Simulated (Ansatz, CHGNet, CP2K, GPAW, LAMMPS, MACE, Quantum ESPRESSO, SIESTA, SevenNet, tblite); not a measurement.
**Glassy 72SiO2-17Al2O3-6BaO-6ZnO (mol %) (116 atoms): one structure in several programs**

Aim: run glassy 72SiO2-17Al2O3-6BaO-6ZnO (mol %) (116 atoms) in several programs and set results and cost side by side. A plane-wave run serves as the reference.

Program: Quantum ESPRESSO 7.5. Level of theory: Kohn-Sham DFT, PBE, SSSP efficiency 1.3.0 pseudopotentials, plane waves. Results are calculated unless marked as measured.

### 1. The structure

The cell holds 116 atoms: 26 Si, 12 Al, 2 Ba, 2 Zn and 74 O. Its edges and angles: a = 12.202 Å, b = 12.202 Å, c = 12.202 Å, α = 90.0°, β = 90.0°, γ = 90.0°. 116 atoms (26 Si, 12 Al, 2 Ba, 2 Zn, 74 O) placed at random at 2.42 g/cm³, melted at 4000 K for 10 ps at fixed volume with the Morse and Coulomb pair potential with partial charges (Pedone, Malavasi, Menziani, Cormack and Segre, J. Phys. Chem. B 110, 11780 (2006)). Quenched from 4000 K to 300 K at 50 K/ps and fixed volume, held 5 ps.

### 2. Plane-wave reference

File pw.in:

```
&control
  calculation = 'scf'
  pseudo_dir = './pseudo'
  outdir = './tmp'
  disk_io = 'none'
  tprnfor = .true.
  tstress = .true.
/
&system
  ibrav = 0
  nat = 116
  ntyp = 5
  ecutwfc = 60
  ecutrho = 480
  nosym = .true.
  occupations = 'smearing'
  smearing = 'fd'
  degauss = 0.003675
/
&electrons
  conv_thr = 5.8e-07
  electron_maxstep = 100
  mixing_beta = 0.4
  mixing_mode = 'plain'
  diagonalization = 'david'
/
ATOMIC_SPECIES
Si 28.085 Si.upf
Al 26.982 Al.upf
Ba 137.327 Ba.upf
Zn 65.380 Zn.upf
O 15.999 O.upf
CELL_PARAMETERS angstrom
12.20210 0.00000 0.00000
0.00000 12.20210 0.00000
0.00000 0.00000 12.20210
ATOMIC_POSITIONS crystal
Si 0.16275 0.64343 0.56627
Si 0.73998 0.48695 0.83144
Si 0.80655 0.94506 0.92861
Si 0.22176 0.30168 0.77630
Si 0.42799 0.61335 0.59235
Si 0.47356 0.71660 0.01621
Si 0.57113 0.04998 0.56233
Si 0.56065 0.82416 0.68025
Si 0.70768 0.26951 0.16043
Si 0.09532 0.08463 0.23232
Si 0.19762 0.07691 0.46561
Si 0.48984 0.43162 0.77767
[... 100 atom lines left out ...]
O 0.64586 0.09173 0.67438
O 0.62558 0.07056 0.44190
O 0.75365 0.61958 0.84575
O 0.17144 0.10299 0.12812
K_POINTS gamma
```

On the command line:

```
OMP_NUM_THREADS=1 mpirun -np 4 pw.x -in pw.in > output.txt
```

The log of the run:

```text
Program PWSCF
     gamma-point specific algorithms are used
     one sub-group per band group will be used
     scalapack distributed-memory algorithm (size of sub-group:  2*  2 procs)
     Parallelization info
     sticks:   dense  smooth     PW     G-vecs:    dense   smooth      PW
     Min        5075    2533    635               544248   192405   24042
     Max        5078    2538    638               544255   192408   24048
     Sum       20305   10145   2545              2177001   769625   96177
     bravais-lattice index     =            0
     lattice parameter (alat)  =      23.0586  a.u.
     unit-cell volume          =   12260.2786 (a.u.)^3
     number of atoms/cell      =          116
     number of atomic types    =            5
     number of electrons       =       644.00
[... lines left out ...]
     scf convergence threshold =      5.8E-07
[... lines left out ...]
     number of k points=     1  Fermi-Dirac smearing, width (Ry)=  0.0037
[... lines left out ...]
     total energy              =   -5653.67427877 Ry
[... lines left out ...]
     total energy              =   -5661.29882738 Ry
[... lines left out ...]
     total energy              =   -5661.34136465 Ry
[... lines left out ...]
     total energy              =   -5661.41449460 Ry
[... lines left out ...]
     total energy              =   -5661.41449507 Ry
[... lines left out ...]
   -25.9213 -24.7202 -18.0092 -17.8812 -17.7723 -17.5335 -17.4121 -17.3317
   -17.3026 -17.1833 -17.1432 -17.0920 -17.0528 -17.0198 -16.9328 -16.8060
   -16.7748 -16.7269 -16.6735 -16.6543 -16.6027 -16.5616 -16.5368 -16.4525
[...]
10.1325  10.1509  10.1594  10.1983  10.2634  10.3114  10.3570  10.3852
    10.4133  10.4767  10.5213  10.5611  10.5905  10.6278  10.6672  10.7039
    10.7331  10.8034
     the Fermi energy is     4.1029 ev
!    total energy              =   -5661.41449515 Ry
     estimated scf accuracy    <       0.00000015 Ry
     smearing contrib. (-TS)   =      -0.00000000 Ry
     internal energy E=F+TS    =   -5661.41449515 Ry
     The total energy is F=E-TS. E is the sum of the following terms:
     one-electron contribution =   -3731.39817611 Ry
     hartree contribution      =    2175.76366651 Ry
     xc contribution           =    -880.97242608 Ry
     ewald contribution        =   -1355.91018384 Ry
     one-center paw contrib.   =   -1868.89737562 Ry
     convergence has been achieved in  16 iterations
     Forces acting on atoms (cartesian axes, Ry/au):
     atom    1 type  1   force =     0.06433904   -0.01589725    0.11265349
     atom    2 type  1   force =     0.04436910    0.05550936   -0.13842775
     atom    3 type  1   force =    -0.00560427    0.02841934    0.05858686
[...]
atom  115 type  5   force =     0.03326706    0.02579435    0.00785159
     atom  116 type  5   force =    -0.00326745   -0.01790410   -0.04362875
     Total force =     0.934612     Total SCF correction =     0.000428
     Computing stress (Cartesian axis) and pressure
          total   stress  (Ry/bohr**3)                   (kbar)     P=       21.34
   0.00022388  -0.00012337   0.00003852           32.93      -18.15        5.67
  -0.00012337   0.00001524   0.00000239          -18.15        2.24        0.35
   0.00003852   0.00000239   0.00019602            5.67        0.35       28.84
     Message from routine punch:
     Nothing written, as per user request (disk_io='none')
```

Wall time 9.9 min (4 MPI ranks of Arm Neoverse V1, shared host); peak memory 6.5 GiB; 40 min of CPU time.

Banners, paths, timers and routine set-up lines are dropped from the logs unmarked, and long logs keep their key lines alone; longer cuts are marked.

Numbers from this run:

```
r.m.s. force component                           : 1.288 eV/Å
longest force                                    : 5.183 eV/Å
pressure                                         : 2.134 GPa
gap (highest filled to lowest empty level) : 2.497 eV
```

### 3. Local order

Pair distribution functions g(r), in bins of 0.2 Å:

```tsv
r (Å)	total	O-O	O-Si	O-Al	O-Ba	O-Zn	Si-Si
1.50	1.32	0.00	4.62	0.00	0.00	0.00	0.00
1.70	4.04	0.00	10.04	8.86	0.00	0.00	0.00
1.90	0.64	0.00	0.11	3.45	0.00	6.73	0.00
2.10	0.05	0.00	0.00	0.19	0.00	1.08	0.00
2.30	0.06	0.09	0.00	0.16	0.00	0.00	0.00
2.50	0.92	2.01	0.00	0.27	0.00	0.77	0.00
2.70	1.93	4.45	0.10	0.22	1.96	0.71	0.00
2.90	0.80	1.50	0.04	0.19	0.59	0.00	0.75
3.10	1.02	0.86	0.35	0.75	3.02	0.00	3.07
3.30	0.86	0.56	0.51	0.36	0.47	0.00	3.42
3.50	0.66	0.51	0.76	0.99	0.40	1.56	0.18
3.70	0.85	0.38	1.31	1.67	1.05	0.35	0.48
3.90	1.19	0.65	1.96	1.86	0.98	1.29	0.42
4.10	1.28	0.92	1.77	2.09	0.29	1.47	0.25
4.30	1.21	0.87	1.87	1.45	0.55	1.87	0.46
4.50	1.06	0.86	1.08	1.25	1.22	2.17	1.17
4.70	1.03	1.21	0.75	1.08	0.85	1.31	1.45
4.90	0.98	1.39	0.64	0.64	1.00	0.20	1.07
5.10	1.09	1.48	0.79	0.41	1.30	0.39	1.25
5.30	1.12	1.44	0.70	0.95	1.58	0.18	1.21
5.50	0.87	1.06	0.57	0.61	0.32	1.46	1.43
5.70	0.87	0.84	0.85	1.02	0.75	1.35	0.99
5.90	1.01	0.78	1.07	1.19	1.40	0.56	1.23
```

Bonds by pair of elements; cutoffs follow the first minimum of g(r), held within bounds set by covalent radii, and pairs that aren't listed don't count as bonded:

```tsv
pair A-B	cutoff (Å)	bonds	mean length (Å)	spread (Å)	shortest (Å)	B about A	A about B
O-Si	2.12	104	1.63	0.057	1.52	1.41	4
O-Al	2.23	48	1.78	0.104	1.61	0.649	4
O-Ba	3.29	11	3.01	0.187	2.70	0.149	5.5
O-Zn	2.33	6	1.94	0.078	1.86	0.081	3
```

The cutoff for O-Ba falls short of the minimum of g(r), so counts run low and odd coordinations can be artefacts.

How many atoms have how many bonded neighbours:

```tsv
element	mean	2	3	4	5	6
Al	4	0	1	10	1	0
Ba	5.5	0	0	0	1	1
O	2.28	53	21	0	0	0
Si	4	0	0	26	0	0
Zn	3	0	2	0	0	0
```

Oxygen atoms by the number of network formers (Si, P, Ge, B, Al, As, Ga) bound to them:

```tsv
network formers bound to O	O atoms	per cent
0	0	0
1	4	5.4
2	62	83.8
3	8	10.8
```

Network units: each former by its oxygen neighbours and how many of them bridge to another former:

```tsv
former	O neighbours	bridging O	atoms
Si	4	2	1
Si	4	3	2
Si	4	4	23
Al	3	3	1
Al	4	4	10
Al	5	5	1
```

Rings of the network by King's shortest-path rule, up to 12 atoms, one path for each pair of neighbours; H, halogens, alkali and alkaline-earth atoms are left out, and the last column divides by all other atoms, bonded or not:

```tsv
ring size (atoms)	rings	per network atom
4	3	0.026
6	4	0.035
8	12	0.105
10	31	0.272
12	31	0.272
```

### 4. The ladder

The programs:
- CHGNet: machine-learned potential, published weights.
- CP2K 2026.2: Gaussian basis with GTH pseudopotentials and a plane-wave density; labels give functional, basis (MOLOPT sets; SR short-range, UZH the newer set with its own potentials), grid cutoff/relative cutoff and solver (OT: orbital transformation; TRS4, TC2, SIGN: linear-scaling purification with its sparsity filter), or its built-in tight binding.
- GPAW 26.7.0: PAW with atomic orbitals (LCAO), plane waves or a real-space grid of spacing h.
- MACE: machine-learned potential, published weights.
- SIESTA 5.4.2: numerical atomic orbitals, whose automatically made sets are far from complete, with PseudoDojo norm-conserving potentials that we converted to its format (checked against plane waves on the same files for H, C, O, Si, Ge and Ca alone); labels give functional, basis size, energy shift and mesh cutoff.
- SevenNet: machine-learned potential, published weights.

All use the same cell and atoms; the electronic-structure runs use the same k-mesh, and an electronic temperature of 580 K (0.05 eV) where levels are smeared.

Differences are against the plane-wave reference, forces as r.m.s. over components; share is that over the reference's r.m.s. force, slope the least-squares factor from reference forces to these. Total energies of different programs have different zeros and aren't compared.

```tsv
run	Δ force, r.m.s. (meV/Å)	share (%)	slope	Δ pressure (GPa)	Δ gap (eV)	cores	CPU time	memory (GiB)
reference	-	-	-	-	-	4	40 min	6.5
CHGNet 0.3.0 potential	149	11.6	0.977	-0.322	-	1	4.7 s	1.4
CP2K PBE, DZVP-UZH, 800/50 Ry, diagonalisation	93.7	7.28	0.969	-0.210	-0.0659	4	12 min	9.1
CP2K PBE, SZV-MOLOPT-SR, 800/50 Ry, TRS4 filter 1e-05, SCF 1e-06 (coarse)	992	77.0	1.338	16.4	-	2	2 min	3.5
CP2K PBE, SZV-MOLOPT-SR, 800/50 Ry, TRS4 filter 1e-06, SCF 1e-06 (coarse)	992	77.0	1.339	16.4	-	2	2.2 min	3.5
CP2K PBE, SZV-MOLOPT-SR, 800/50 Ry, TRS4 filter 1e-07, SCF 1e-07 (coarse)	987	76.6	1.337	16.4	-	2	2.9 min	3.5
CP2K PBE, SZV-MOLOPT-SR, 800/50 Ry, diagonalisation (coarse)	986	76.5	1.336	16.4	-0.903	2	6 min	6.7
GPAW PBE, LCAO dzp, h 0.18 Å	281	21.8	1.123	-	-0.142	2	5.6 min	2.8
GPAW PBE, LCAO dzp, h 0.28 Å (coarse)	1843	143	1.047	-	-0.128	1	2.2 min	0.93
GPAW RPBE, LCAO dzp, h 0.18 Å	329	25.6	1.144	-	-0.0501	2	5.5 min	2.6
MACE MP-0b2 small potential	116	9.04	0.963	-0.142	-	1	8.7 s	0.68
SIESTA PBE, DZP, shift 0.01 Ry, mesh 100 Ry (coarse)	169	13.1	1.055	2.15	-0.0358	2	2.1 min	0.92
SIESTA PBE, DZP, shift 0.01 Ry, mesh 500 Ry	161	12.5	1.055	2.10	-0.0363	4	12 min	4.4
SIESTA PBE, SZ, shift 0.01 Ry, mesh 500 Ry (coarse)	1002	77.8	1.344	14.2	-0.703	1	3.3 min	1.5
SIESTA PBE, SZ, shift 0.02 Ry, mesh 500 Ry (coarse)	900	69.9	1.313	7.47	-0.91	1	3 min	1.3
SIESTA PBE, SZP, shift 0.01 Ry, mesh 500 Ry (coarse)	385	29.9	1.188	6.37	0.0882	2	9.1 min	3.3
SevenNet 0 potential	103	7.98	0.968	-0.355	-	1	10 s	1.0
```

Rows marked coarse were listed beforehand as settings not expected to be converged; some can still land near the reference.

Times of the machine-learned potentials are mostly Python's start and the loading of weights.

CPU time is summed over cores on a shared host, where runs went side by side, so it is rough. Symmetry, cutoffs, thresholds, outputs and thread counts weren't matched or tuned between programs; memory under MPI is the largest rank's times the ranks.

Left out of this page: tblite IPEA1-xTB (killed or ended with an error).

Runs without a result: CP2K GFN1-xTB, diagonalisation (not converged, the SCF not settling); tblite GFN2-xTB (not converged, the SCF not settling); SIESTA PBE, SZ, shift 0.02 Ry, mesh 500 Ry, order-N, radius 5.5 Å, eta -2.4 eV (stopped at the start: stopping program Stopping Program from Node:    0); SIESTA PBE, SZ, shift 0.02 Ry, mesh 500 Ry, order-N, radius 4.5 Å, eta -2.4 eV (stopped at the start: stopping program Stopping Program from Node:    0).

Within one program, basis, potentials and functional, energies share a zero. Each run against its twin at the usual cutoff or grid and solver:

```tsv
run	twin	Δ energy (meV/atom)	Δ force, r.m.s. (meV/Å)	CPU time over the twin's
CP2K PBE, SZV-MOLOPT-SR, 800/50 Ry, TRS4 filter 1e-05, SCF 1e-06	SZV-MOLOPT-SR, 800/50 Ry, diagonalisation	0.228	12.2	0.34
CP2K PBE, SZV-MOLOPT-SR, 800/50 Ry, TRS4 filter 1e-06, SCF 1e-06	SZV-MOLOPT-SR, 800/50 Ry, diagonalisation	0.026	12.1	0.38
CP2K PBE, SZV-MOLOPT-SR, 800/50 Ry, TRS4 filter 1e-07, SCF 1e-07	SZV-MOLOPT-SR, 800/50 Ry, diagonalisation	-0.0094	2.64	0.48
GPAW PBE, LCAO dzp, h 0.28 Å	LCAO dzp, h 0.18 Å	660	1837	0.39 (this twin ran on 2 cores)
SIESTA PBE, DZP, shift 0.01 Ry, mesh 100 Ry	DZP, shift 0.01 Ry, mesh 500 Ry	4.14	44.3	0.18 (this twin ran on 4 cores)
```

### 5. What came out

- reference r.m.s. force component: 1.29 eV/Å
- nearest in forces: CP2K PBE, DZVP-UZH, 800/50 Ry, diagonalisation, 7.3 %
- farthest in forces: GPAW PBE, LCAO dzp, h 0.28 Å (coarse), 143 %
- cheapest electronic-structure run beside the reference: CP2K PBE, SZV-MOLOPT-SR, 800/50 Ry, TRS4 filter 1e-05, SCF 1e-06, 2 min of CPU time

What this shows: The PBE runs in local orbitals, coarse settings apart, differ by 7.3 % (CP2K PBE, DZVP-UZH, 800/50 Ry, diagonalisation) to 22 % (GPAW PBE, LCAO dzp, h 0.18 Å); basis, grid and potentials can all enter. Machine-learned potentials differ by 8.0 % (SevenNet 0 potential) to 12 % (CHGNet 0.3.0 potential); they were trained on other programs' data. Rows with another functional or a dispersion term differ by 26 % (GPAW RPBE, LCAO dzp, h 0.18 Å), which mixes the change of model with differences of basis and potentials. Runs with settings chosen to be coarse differ by 13 % (SIESTA PBE, DZP, shift 0.01 Ry, mesh 100 Ry) to 143 % (GPAW PBE, LCAO dzp, h 0.28 Å), their programs' other errors included. Of the electronic-structure runs that take under half the reference's CPU time, CP2K PBE, DZVP-UZH, 800/50 Ry, diagonalisation comes nearest, at 7.3 % in 12 min against 40 min. SIESTA PBE, SZP, shift 0.01 Ry, mesh 500 Ry stiffens the forces by a factor of 1.19 while following their directions (correlation 0.981). At the same functional, gaps differ from the reference's 2.50 eV by between -0.91 and +0.09 eV. In pressure, CP2K PBE, SZV-MOLOPT-SR, 800/50 Ry, TRS4 filter 1e-05, SCF 1e-06 misses by +16.4 GPa, at the same functional. With TRS4, tightening the sparsity filter from 1e-05 to 1e-07, and the SCF threshold with it, takes the force difference from the cubic solver from 12 to 2.6 meV/Å, and the CPU time from 0.34 to 0.48 times the cubic solver's. In the reference: filled and empty levels are parted by 2.50 eV (on the run's k-points); a semilocal functional tends to put such gaps too low. In a disordered cell it changes from sample to sample, and tail or defect levels can set it. In the reference: counting bonds to Si and Al alone, not to Zn, 84 % of the oxygens join two of these atoms and 5 % one; 11 % join three. The potentials hold different valence shells: 644 electrons in the reference, 628 in CP2K with SZV-MOLOPT-SR and 628 in GPAW; this bears on time and differences. The reference's pressure holds the uncorrected Pulay stress of its 60 Ry basis, so small pressure differences, and their order, may be the reference's own error. Machine-learned potentials mimic data converged in k, so the reference's own k-point error enters their differences. The quench rate of 50 K/ps is many orders above laboratory rates, so the cell is likely richer in defects and strain than a real sample. The network of bonds at the start is that of the classical potential that made the cell, and needn't be the one that DFT or experiment would give. The reference's stress is far from hydrostatic: its diagonal is 3.3, 0.2, 2.9 GPa, compression counted positive. The electronic-structure runs sample only Γ, in a cell whose shortest periodic width is 12 Å. Spin–orbit coupling is left out, which matters for the levels of the heavy elements.

[Also dropped from logs without a mark: logging warnings of Python, and SIESTA's first energy breakdown and zero terms.]

[Logs are printed without paths, hosts, clocks, repeated set-up lines and the standing remarks that a program may print on its own settings, such as how far it seeks lower states.]

[Hosts, paths, dates, database ids (printed as entryN), source tags and the programs' standing remarks are cut or masked in the printed files.]
